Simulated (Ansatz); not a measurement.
# What AgF (model cell, started as layered BN type) distorts into, part 2 of 3

Aim: this structure of AgF (model cell, started as layered BN type) is to be tested for unstable modes, and one is followed downhill.

Ansatz 0.2.0; DFT PBEsol, scalar-relativistic, plane waves, PAW.

So far, highest frequency on the path or at a solved wavevector (cm⁻¹): step 2 (the dispersion) 266. Also lowest frequency on the path (cm⁻¹): step 2 -28.3.

The structure was built from a prototype and need not be the compound's stable phase.

**5. Energy along the mode, all amplitudes (two of the runs are shown above)**

An imaginary frequency means negative curvature, so the energy should fall and then rise again as anharmonic terms take over.

This step gave:

- depth at the lowest point sampled: 1.669 meV/atom
- largest atomic shift at that point: 0.22 Å

Table of energy from the parent by largest atomic shift:

```
largest atomic shift (Å)  energy from the parent (meV/atom)
                   0.000                                  0
                   0.040                             -0.109
                   0.080                             -0.409
                   0.140                              -1.05
                   0.220                              -1.67
                   0.320                             -0.521
                   0.450                               7.85
```

Displacement at unit largest shift by atom:

```
atom  x (Å)  y (Å)  z (Å)  size
 Ag1   0.00   0.00   0.93  0.93
 Ag2   0.00   0.00  -0.93  0.93
 Ag3   0.00   0.00   0.93  0.93
 Ag4   0.00   0.00  -0.93  0.93
  F5   0.00   0.00   1.00  1.00
  F6   0.00   0.00  -1.00  1.00
  F7   0.00   0.00   1.00  1.00
  F8   0.00   0.00  -1.00  1.00
```

The lowest of the steps tried is at 0.22 Å, 1.67 meV/atom below the parent; the bottom of the well need not coincide with a step.

**6. Relaxation from the frozen mode**

Starting from the lowest point found, all atoms and the cell are let go, so that strain and other modes of the same symmetry can join in.

Contents of input.yaml:

```yaml
crystal:
  lattice:
    - [-4.1018079834, 2.9963e-06, 0.0]
    - [0.0, 0.0, -4.8216818981]
    - [-5.1898e-06, -7.1045398301, 0.0]
  atoms:
    - { symbol: Ag, position: [0.5, 0.7077053637, 0.1666666667] }
    - { symbol: Ag, position: [0.0, 0.7922946363, 0.6666666667] }
    - { symbol: Ag, position: [0.0, 0.2077053637, 0.3333333333] }
    - { symbol: Ag, position: [0.5, 0.2922946363, 0.8333333333] }
    - { symbol: F, position: [0.0, 0.7043727677, 0.3333333333] }
    - { symbol: F, position: [0.5, 0.7956272323, 0.8333333333] }
    - { symbol: F, position: [0.5, 0.2043727677, 0.1666666667] }
    - { symbol: F, position: [0.0, 0.2956272323, 0.6666666667] }
kpoints:
  mp_grid: { grid: [8, 6, 6] }
hamiltonian:
  xc: pbesol
scf:
  occupations: { method: methfessel_paxton, width: 0.15 }
output:
  forces: true
  stress: true
  eigenvalues: true
  write_density: true
  write_potential: true
  elf: true
  volumetric_format: npy
relax:
  adjacent_minimum: "off"
  f_tol: 0.002
  max_steps: 120
  cell: { stress_tol: 0.03 }
```

Run with:

```
> ansatz run input.yaml --threads 4 --pin off --max-ram 7168MiB --backend cpu --events-out ev --progress --plain --runs-dir out
```

Numbers of over 12 decimals in the logs are rounded to 6 here.

Log:

```text
[...]
Crystal: 8 atoms, lattice volume = 140.511 Å³
Basis set: ecut = 420 eV, 2707 PW (Γ), exchange–correlation on 60×72×96 points (8 copies of the dense FFT grid, shifted against one another)
Bands: 63, of which v1, the nominal top of the filled ones, is band 52 counted from 1 (51 counted from 0)
Symmetry: 8 space group operations
[...]
k-points: 80 of 288
[...]
SCF iter   1: F=—  HF=-33285.755819 eV  |F-HF|=—  |Δ(HF+E_count)|=         —  Δρ=1.43e-2  dr2=1.95e-1  ethr=1.77e-3  ⟨swp⟩=5.2  Hψ=15682  notcnv=0  defer=57
[...]
SCF iter   7: F=-33285.708027 eV  HF=-33285.708027 eV  |F-HF|=4.21e-9  |Δ(HF+E_count)|=   1.51e-9  S|Δr|=    0.00e0  Δρ=2.51e-6  dr2=8.28e-9  ethr=8.07e-11  ⟨swp⟩=5.1  Hψ=27932  notcnv=0
SCF 1 converged in 7 iterations: F = -33285.708027 eV  dr2 = 8.28e-9
[...]
relax step   1: F+E_penalty+E_count = -33285.70802727 eV  Δ(F+E_penalty+E_count) = +0.000e0 eV  max|allowed force component| = 1.004e-1 eV/Å  Δτ_max = 0.0000 Å  P = -0.547 GPa  Ω = 140.511 Å³  (7 SCF iters, dr2 threshold 1.00e-7 eV, accepted)
Crystal: 8 atoms, lattice volume = 139.190 Å³
Basis set: ecut = 420 eV, 2703 PW (Γ), exchange–correlation on 60×72×96 points (8 copies of the dense FFT grid, shifted against one another)
[...]
SCF iter   6: F=-33285.729101 eV  HF=-33285.729102 eV  |F-HF|=4.66e-7  |Δ(HF+E_count)|=   2.54e-6  S|Δr|=    0.00e0  Δρ=3.07e-5  dr2=7.23e-7  ethr=7.69e-10  ⟨swp⟩=7.0  Hψ=32780  notcnv=0
SCF 2 converged in 6 iterations: F = -33285.729101 eV  dr2 = 7.23e-7
relax step   2: F+E_penalty+E_count = -33285.72910118 eV  Δ(F+E_penalty+E_count) = -2.107e-2 eV  max|allowed force component| = 7.482e-2 eV/Å  Δτ_max = 0.0355 Å  P = -0.048 GPa  Ω = 139.190 Å³  energy of the carried Pulay correction = +3.327e-3 eV  (6 SCF iters, dr2 threshold 8.00e-7 eV, accepted)
Crystal: 8 atoms, lattice volume = 135.715 Å³
Basis set: ecut = 420 eV, 2645 PW (Γ), exchange–correlation on 60×72×96 points (8 copies of the dense FFT grid, shifted against one another)
[...]
SCF iter   8: F=-33285.686383 eV  HF=-33285.686383 eV  |F-HF|=1.72e-8  |Δ(HF+E_count)|=   1.44e-7  S|Δr|=    0.00e0  Δρ=4.90e-6  dr2=2.68e-8  ethr=3.36e-10  ⟨swp⟩=13.8  Hψ=35326  notcnv=0
SCF 3 converged in 8 iterations: F = -33285.686383 eV  dr2 = 2.68e-8
[...]
relax step   3: F+E_penalty+E_count = -33285.68638279 eV  Δ(F+E_penalty+E_count) = +4.272e-2 eV  max|allowed force component| = 4.248e-1 eV/Å  Δτ_max = 0.1922 Å  P = +1.488 GPa  Ω = 135.715 Å³  energy of the carried Pulay correction = +1.224e-2 eV  (8 SCF iters, dr2 threshold 3.50e-7 eV, rejected (line search))
[... from here on, the SCF cycles and remarks between the steps are left out ...]
relax step   4: F+E_penalty+E_count = -33285.75697053 eV  Δ(F+E_penalty+E_count) = -2.787e-2 eV  max|allowed force component| = 4.323e-2 eV/Å  Δτ_max = 0.0724 Å  P = -0.153 GPa  Ω = 138.887 Å³  energy of the carried Pulay correction = +4.097e-3 eV  (9 SCF iters, accepted)
relax step   5: F+E_penalty+E_count = -33285.76761857 eV  Δ(F+E_penalty+E_count) = -1.065e-2 eV  max|allowed force component| = 2.349e-2 eV/Å  Δτ_max = 0.0611 Å  P = -0.075 GPa  Ω = 138.355 Å³  energy of the carried Pulay correction = +5.448e-3 eV  (7 SCF iters, dr2 threshold 2.03e-7 eV, accepted)
relax step   6: F+E_penalty+E_count = -33285.77889164 eV  Δ(F+E_penalty+E_count) = -1.127e-2 eV  max|allowed force component| = 6.099e-2 eV/Å  Δτ_max = 0.1012 Å  P = -0.218 GPa  Ω = 137.352 Å³  energy of the carried Pulay correction = +8.012e-3 eV  (7 SCF iters, dr2 threshold 9.39e-8 eV, accepted)
relax step   7: F+E_penalty+E_count = -33285.80771659 eV  Δ(F+E_penalty+E_count) = -2.882e-2 eV  max|allowed force component| = 1.093e-1 eV/Å  Δτ_max = 0.1359 Å  P = -0.661 GPa  Ω = 134.909 Å³  energy of the carried Pulay correction = +1.434e-2 eV  (6 SCF iters, dr2 threshold 8.00e-7 eV, accepted)
relax step   8: F+E_penalty+E_count = -33285.85804618 eV  Δ(F+E_penalty+E_count) = -5.033e-2 eV  max|allowed force component| = 1.755e-1 eV/Å  Δτ_max = 0.1692 Å  P = -1.101 GPa  Ω = 130.817 Å³  energy of the carried Pulay correction = +2.518e-2 eV  (7 SCF iters, dr2 threshold 8.00e-7 eV, accepted)
relax step   9: F+E_penalty+E_count = -33285.97908569 eV  Δ(F+E_penalty+E_count) = -1.210e-1 eV  max|allowed force component| = 1.450e-1 eV/Å  Δτ_max = 0.1940 Å  P = +1.636 GPa  Ω = 122.156 Å³  energy of the carried Pulay correction = +4.926e-2 eV  (7 SCF iters, dr2 threshold 8.00e-7 eV, accepted)
relax step  10: F+E_penalty+E_count = -33286.07005317 eV  Δ(F+E_penalty+E_count) = -9.097e-2 eV  max|allowed force component| = 1.075e-1 eV/Å  Δτ_max = 0.1943 Å  P = -1.714 GPa  Ω = 122.114 Å³  energy of the carried Pulay correction = +4.938e-2 eV  (7 SCF iters, dr2 threshold 8.00e-7 eV, accepted)
relax step  11: F+E_penalty+E_count = -33286.19559608 eV  Δ(F+E_penalty+E_count) = -1.255e-1 eV  max|allowed force component| = 1.356e-1 eV/Å  Δτ_max = 0.1950 Å  P = +0.187 GPa  Ω = 114.818 Å³  energy of the carried Pulay correction = +7.094e-2 eV  (7 SCF iters, dr2 threshold 8.00e-7 eV, accepted)
relax step  12: F+E_penalty+E_count = -33286.24283307 eV  Δ(F+E_penalty+E_count) = -4.724e-2 eV  max|allowed force component| = 1.223e-1 eV/Å  Δτ_max = 0.1934 Å  P = +0.851 GPa  Ω = 111.838 Å³  energy of the carried Pulay correction = +8.011e-2 eV  (8 SCF iters, dr2 threshold 8.00e-7 eV, accepted)
relax step  13: F+E_penalty+E_count = -33286.27063086 eV  Δ(F+E_penalty+E_count) = -2.780e-2 eV  max|allowed force component| = 6.259e-3 eV/Å  Δτ_max = 0.0572 Å  P = -0.162 GPa  Ω = 112.904 Å³  energy of the carried Pulay correction = +7.681e-2 eV  (6 SCF iters, dr2 threshold 8.00e-7 eV, accepted)
relax step  14: F+E_penalty+E_count = -33286.27235517 eV  Δ(F+E_penalty+E_count) = -1.724e-3 eV  max|allowed force component| = 4.712e-3 eV/Å  Δτ_max = 0.0112 Å  P = +0.054 GPa  Ω = 112.541 Å³  energy of the carried Pulay correction = +7.793e-2 eV  (6 SCF iters, dr2 threshold 2.88e-7 eV, accepted)
relax step  15: F+E_penalty+E_count = -33286.27232281 eV  Δ(F+E_penalty+E_count) = +3.236e-5 eV  max|allowed force component| = 4.975e-4 eV/Å  Δτ_max = 0.0048 Å  P = +0.001 GPa  Ω = 112.576 Å³  energy of the carried Pulay correction = +7.782e-2 eV  (6 SCF iters, dr2 threshold 1.41e-8 eV, accepted)
relax step  16: F+E_penalty+E_count = -33286.30244220 eV  Δ(F+E_penalty+E_count) = -3.012e-2 eV  max|allowed force component| = 2.323e-4 eV/Å  Δτ_max = 0.0000 Å  P = +0.309 GPa  Ω = 112.576 Å³  stress off target by 1.34e0 GPa  SCF on the basis re-selected at this cell (its energy is not comparable with the rows above)  (8 SCF iters)
relax step  17: F+E_penalty+E_count = -33286.31746488 eV  Δ(F+E_penalty+E_count) = -1.502e-2 eV  max|allowed force component| = 1.270e-2 eV/Å  Δτ_max = 0.0267 Å  P = +0.110 GPa  Ω = 112.244 Å³  energy of the carried Pulay correction = +1.808e-3 eV  (6 SCF iters, dr2 threshold 8.00e-7 eV, accepted)
relax step  18: F+E_penalty+E_count = -33286.31850141 eV  Δ(F+E_penalty+E_count) = -1.037e-3 eV  max|allowed force component| = 5.633e-3 eV/Å  Δτ_max = 0.0138 Å  P = +0.068 GPa  Ω = 112.280 Å³  energy of the carried Pulay correction = +1.875e-3 eV  (6 SCF iters, dr2 threshold 2.33e-7 eV, accepted)
relax step  19: F+E_penalty+E_count = -33286.31805996 eV  Δ(F+E_penalty+E_count) = +4.415e-4 eV  max|allowed force component| = 1.887e-3 eV/Å  Δτ_max = 0.0070 Å  P = -0.040 GPa  Ω = 112.451 Å³  energy of the carried Pulay correction = +1.364e-3 eV  (6 SCF iters, dr2 threshold 2.21e-8 eV, accepted)
relax step  20: F+E_penalty+E_count = -33286.31833206 eV  Δ(F+E_penalty+E_count) = -2.721e-4 eV  max|allowed force component| = 2.564e-4 eV/Å  Δτ_max = 0.0012 Å  P = +0.008 GPa  Ω = 112.374 Å³  energy of the carried Pulay correction = +1.620e-3 eV  (6 SCF iters, dr2 threshold 7.59e-9 eV, accepted)
relax step  21: F+E_penalty+E_count = -33286.31986819 eV  Δ(F+E_penalty+E_count) = -1.536e-3 eV  max|allowed force component| = 2.803e-4 eV/Å  Δτ_max = 0.0000 Å  P = +0.025 GPa  Ω = 112.374 Å³  stress off target by 2.05e-1 GPa  SCF on the basis re-selected at this cell (its energy is not comparable with the rows above)  (6 SCF iters)
relax step  22: F+E_penalty+E_count = -33286.32091613 eV  Δ(F+E_penalty+E_count) = -1.048e-3 eV  max|allowed force component| = 1.144e-3 eV/Å  Δτ_max = 0.0052 Å  P = +0.023 GPa  Ω = 112.340 Å³  energy of the carried Pulay correction = +1.964e-4 eV  (6 SCF iters, dr2 threshold 1.05e-7 eV, accepted)
relax step  23: F+E_penalty+E_count = -33286.32081140 eV  Δ(F+E_penalty+E_count) = +1.047e-4 eV  max|allowed force component| = 3.065e-4 eV/Å  Δτ_max = 0.0020 Å  P = +0.001 GPa  Ω = 112.383 Å³  energy of the carried Pulay correction = +7.116e-5 eV  (6 SCF iters, dr2 threshold 3.94e-9 eV, accepted)
relax step  24: F+E_penalty+E_count = -33286.32114845 eV  Δ(F+E_penalty+E_count) = -3.370e-4 eV  max|allowed force component| = 2.414e-4 eV/Å  Δτ_max = 0.0000 Å  P = +0.002 GPa  Ω = 112.383 Å³  stress off target by 5.89e-2 GPa  SCF on the basis re-selected at this cell (its energy is not comparable with the rows above)  (6 SCF iters)
relax step  25: F+E_penalty+E_count = -33286.32122900 eV  Δ(F+E_penalty+E_count) = -8.055e-5 eV  max|allowed force component| = 5.051e-4 eV/Å  Δτ_max = 0.0018 Å  P = +0.001 GPa  Ω = 112.393 Å³  energy of the carried Pulay correction = -1.658e-5 eV  (6 SCF iters, dr2 threshold 8.68e-9 eV, accepted)
[...]
SCF iter   6: F=-33286.321222 eV  HF=-33286.321222 eV  |F-HF|=7.28e-12  |Δ(HF+E_count)|=  7.28e-12  S|Δr|=    0.00e0  Δρ=7.13e-8  dr2=4.71e-12  ethr=1.00e-12  ⟨swp⟩=5.0  Hψ=18643  notcnv=0
SCF 26 converged in 6 iterations: F = -33286.321222 eV  dr2 = 4.71e-12
relax step  26: F+E_penalty+E_count = -33286.32122172 eV  Δ(F+E_penalty+E_count) = +7.274e-6 eV  max|allowed force component| = 4.814e-4 eV/Å  Δτ_max = 0.0000 Å  P = +0.001 GPa  Ω = 112.393 Å³  stress off target by 2.57e-2 GPa  SCF on the basis re-selected at this cell (its energy is not comparable with the rows above)  (6 SCF iters)
basis re-selected at this cell: Δ(F+E_penalty+E_count) = +7.274e-6 eV, ΔP = +0.000 GPa vs the last step (what re-selecting the basis moved, of the pressure what is left beyond the Pulay correction that the steps carried, after the strain that the cell walked since its last selection, with what the two solves' SCF thresholds leave and, on support functions, any second-order correction that the steps lacked; it is no m [...]
SCF converged after 6 iterations
[...]
Free energy (F): -33286.321222 eV
[...]
Internal energy: -33286.324934 eV  (E = F + TS)
E sigma→0 (E₀):  -33286.322150 eV
Entropy (-TS):   0.003713 eV (0.464 meV/atom)
Fermi energy:    10.101336 eV
[...]
--- Forces (eV/Å), atoms counted from 1 ---
  atom   1  Ag    -0.00000000    -0.00007721     0.00002360
  atom   2  Ag    -0.00000000    -0.00007721    -0.00002360
  atom   3  Ag     0.00000000     0.00007721     0.00002360
  atom   4  Ag     0.00000000     0.00007721    -0.00002360
  atom   5  F     -0.00000000    -0.00048142     0.00000511
  atom   6  F     -0.00000000    -0.00048142    -0.00000511
  atom   7  F      0.00000000     0.00048142     0.00000511
  atom   8  F      0.00000000     0.00048142    -0.00000511
  max |Σ_I F_I| component: 0.00e0 eV/Å
--- Stress (GPa, compression-positive) ---
        0.021026      -0.000000       0.000000
       -0.000000      -0.025706       0.000000
        0.000000       0.000000       0.008378
  P = ⅓ Tr σ = 0.0012 GPa (0.012 kbar)
--- Band table (eV; the first three rows and the last of 80) ---
  k-point 0: bands = [... 48 lower, 8.8512, 8.8663, 9.1204, 9.2079, 9.2789, 14.3140, 15.7689, 16.1381, ... 7 higher]
  k-point 1: bands = [... 48 lower, 8.8444, 9.0818, 9.1911, 9.2673, 9.7256, 13.9909, 15.9967, 16.2857, ... 7 higher]
  k-point 2: bands = [... 48 lower, 9.2101, 9.3290, 9.3739, 9.3955, 10.8413, 13.1820, 16.5583, 16.6657, ... 7 higher]
  k-point 79: bands = [... 48 lower, 10.1105, 10.1105, 10.1105, 10.1105, 14.5122, 14.5122, 14.5122, 14.5122, ... 7 higher]
--- Relaxed structure (22 steps of the walk, 21 accepted, 4 SCFs on fresh bases) ---
  F+E_penalty+E_count = -33286.32122172 eV   max|allowed force component| = 4.814e-4 eV/Å   (the final SCF, on the basis selected at the relaxed cell)
  cell:  # Å, volume = 112.3925 Å³
    - [-4.674724, 3.4148240860501437e-6, 0]
    - [0, 0, -4.813412]
    - [-3.6487206839684615e-6, -4.994917, 0]
  atoms:
    - { symbol: Ag, position: [0.5, 0.750003, 0.172133] }
    - { symbol: Ag, position: [0, 0.749997, 0.672133] }
    - { symbol: Ag, position: [0, 0.250003, 0.327867] }
    - { symbol: Ag, position: [0.5, 0.249997, 0.827867] }
    - { symbol: F, position: [0, 0.750003, 0.168744] }
    - { symbol: F, position: [0.500000, 0.749997, 0.668744] }
    - { symbol: F, position: [0.500000, 0.250003, 0.331256] }
    - { symbol: F, position: [0, 0.249997, 0.831256] }
```

Elapsed: 4.5 min, on 4 threads of Arm Neoverse V2, shared host; peak memory 0.84 GiB; 18 min of CPU time.

The steps of the relaxation (22 of 26):

```
step  energy less that of the first step (eV)  largest force component (eV/Å)  pressure (GPa)  volume (Å³)
   1                                   0.0000                          0.1004           -0.55       140.51
   2                                  -0.0211                          0.0748           -0.05       139.19
   3                                   0.0216                          0.4248            1.49       135.71
   5                                  -0.0596                          0.0235           -0.07       138.36
   6                                  -0.0709                          0.0610           -0.22       137.35
   7                                  -0.0997                          0.1093           -0.66       134.91
   8                                  -0.1500                          0.1755           -1.10       130.82
   9                                  -0.2711                          0.1450            1.64       122.16
  11                                  -0.4876                          0.1356            0.19       114.82
  12                                  -0.5348                          0.1223            0.85       111.84
  13                                  -0.5626                          0.0063           -0.16       112.90
  14                                  -0.5643                          0.0047            0.05       112.54
  15                                  -0.5643                          0.0005            0.00       112.58
 16*                                  -0.5944                          0.0002            0.31       112.58
  18                                  -0.6105                          0.0056            0.07       112.28
  19                                  -0.6100                          0.0019           -0.04       112.45
  20                                  -0.6103                          0.0003            0.01       112.37
 21*                                  -0.6118                          0.0003            0.02       112.37
  22                                  -0.6129                          0.0011            0.02       112.34
 24*                                  -0.6131                          0.0002            0.00       112.38
  25                                  -0.6132                          0.0005            0.00       112.39
 26*                                  -0.6132                          0.0005            0.00       112.39
```

Relaxation steps marked * repeat the geometry before them on a plane-wave basis chosen anew for their cell, so energy and pressure can jump there. Other such steps can lie between the rows shown. Relaxation step 3 was tried and not accepted.

Forces are held to the 8 operations that the run works with; a distortion that breaks them can't arise in this run.

```
     cell as run  before  after   change
           a (Å)   4.102  4.675  +14.0 %
           b (Å)   4.822  4.813   -0.2 %
           c (Å)   7.105  4.995  -29.7 %
volume (Å³/atom)   17.56  14.05  -20.0 %
```

The atoms that moved most (Å, as changes of fractional coordinates times the final cell):

```
atom     dx      dy      dz  length
  F5  0.000   0.822  -0.220   0.851
  F6  0.000   0.822   0.220   0.851
  F7  0.000  -0.822  -0.220   0.851
  F8  0.000  -0.822   0.220   0.851
 Ag4  0.000   0.027   0.204   0.205
 Ag3  0.000   0.027  -0.204   0.205
 Ag1  0.000  -0.027  -0.204   0.205
 Ag2  0.000  -0.027   0.204   0.205
```

Final coordinates:

```xyz
8
Lattice="-4.6747 0.0000 0.0000 0.0000 0.0000 -4.8134 0.0000 -4.9949 0.0000" Properties=species:S:1:pos:R:3 pbc="T T T"
Ag   -2.3374   -0.8598   -3.6101
Ag    0.0000   -3.3572   -3.6100
Ag    0.0000   -1.6377   -1.2034
Ag   -2.3374   -4.1351   -1.2033
F     0.0000   -0.8429   -3.6101
F    -2.3374   -3.3403   -3.6100
F    -2.3374   -1.6546   -1.2034
F     0.0000   -4.1521   -1.2033
```

This step gave:

```
pressure        : 0.001233 GPa
volume per atom : 14.05 Å³
```

Electrostatic potential energy in the ac plane at fractional y = 0.250, with atoms of Ag and F within 0.2 Å of it. With pseudopotentials it is smooth inside the atoms' cores, unlike the true potential.

Ten even steps from '_' (-32 eV) to '@' (14 eV), each cell a mean:
```
==##@@@@%%++--::--**@@@@@@++
__::%%@@**--____..==%%@@++__
__..%%@@**--____..==%%@@++__
--**@@@@##==::..--++%%@@%%==
@@@@@@@@@@##**++**%%@@@@@@@@
@@@@@@@@@@@@@@@@@@@@@@@@@@@@
**##%%@@@@@@@@@@@@@@@@@@%%##
::==**@@@@@@++==##@@@@%%++--
__..==%%@@++____::%%@@**--..
__..==%%@@++____..##@@**::__
::--++%%@@%%==--**@@@@##==::
++**%%@@@@@@@@@@@@@@@@@@##**
@@@@@@@@@@@@@@@@@@@@@@@@@@@@
@@@@@@@@@@%%##**##%%@@@@@@@@
```
Columns run along a (4.7 Å; values clipped at the 3rd and 97th percentile), rows up along c (5.0 Å). Atoms in or near the plane, at fractional coordinates: Ag at (0.00, 0.33), Ag at (0.50, 0.83), F at (0.50, 0.33), F at (0.00, 0.83).

Valence density in the ac plane at fractional y = 0.250, with atoms of Ag and F within 0.2 Å of it. It is the smooth field of the valence electrons, not physical close to the nuclei.

Ten even steps from '0' (0 e/Å³) to '9' (18 e/Å³), each cell a mean:
```
10000123200001
52000278510013
52000379510014
20000134200001
00000000000000
00000000000000
00000000000000
31000011000012
85100135200027
95100145200037
42000011000013
00000000000000
00000000000000
00000000000000
```
Columns run along a (4.7 Å), rows up along c (5.0 Å). Atoms in or near the plane, at fractional coordinates: Ag at (0.00, 0.33), Ag at (0.50, 0.83), F at (0.50, 0.33), F at (0.00, 0.83).

ELF in the ac plane at fractional y = 0.250, with atoms of Ag and F within 0.2 Å of it. It is the smooth field of the valence electrons, not physical close to the nuclei.

Ten even steps from '_' (0.05) to '@' (0.80), each cell a mean:
```
@@@@++__..==**##++--__::##@@
##@@##..::**%%@@##++..--@@@@
##@@##..::**%%@@%%++..--@@%%
@@@@++__::++####**==__::##@@
++==..____::====--..____::++
____________________________
--::..____::--==--..____..--
**++--__..##@@@@%%++__..==**
@@##++..--@@@@%%@@##..::**%%
@@%%++..--@@%%##@@##..::**@@
##**--__::##@@@@@@++__::++##
==--..____::++++==..____::==
____________________________
==::..____..::--::..____..--
```
Columns run along a (4.7 Å), rows up along c (5.0 Å). Atoms in or near the plane, at fractional coordinates: Ag at (0.00, 0.33), Ag at (0.50, 0.83), F at (0.50, 0.33), F at (0.00, 0.83).

The distorted start has space group Pnnm; the relaxation ends in Cmcm.

[end of part 2 of 3]

[Logs are printed without paths, hosts, clocks, repeated set-up lines and the standing remarks that a program may print on its own settings, such as how far it seeks lower states.]

[Hosts, paths, dates, database ids (printed as entryN), source tags and the programs' standing remarks are cut or masked in the printed files.]
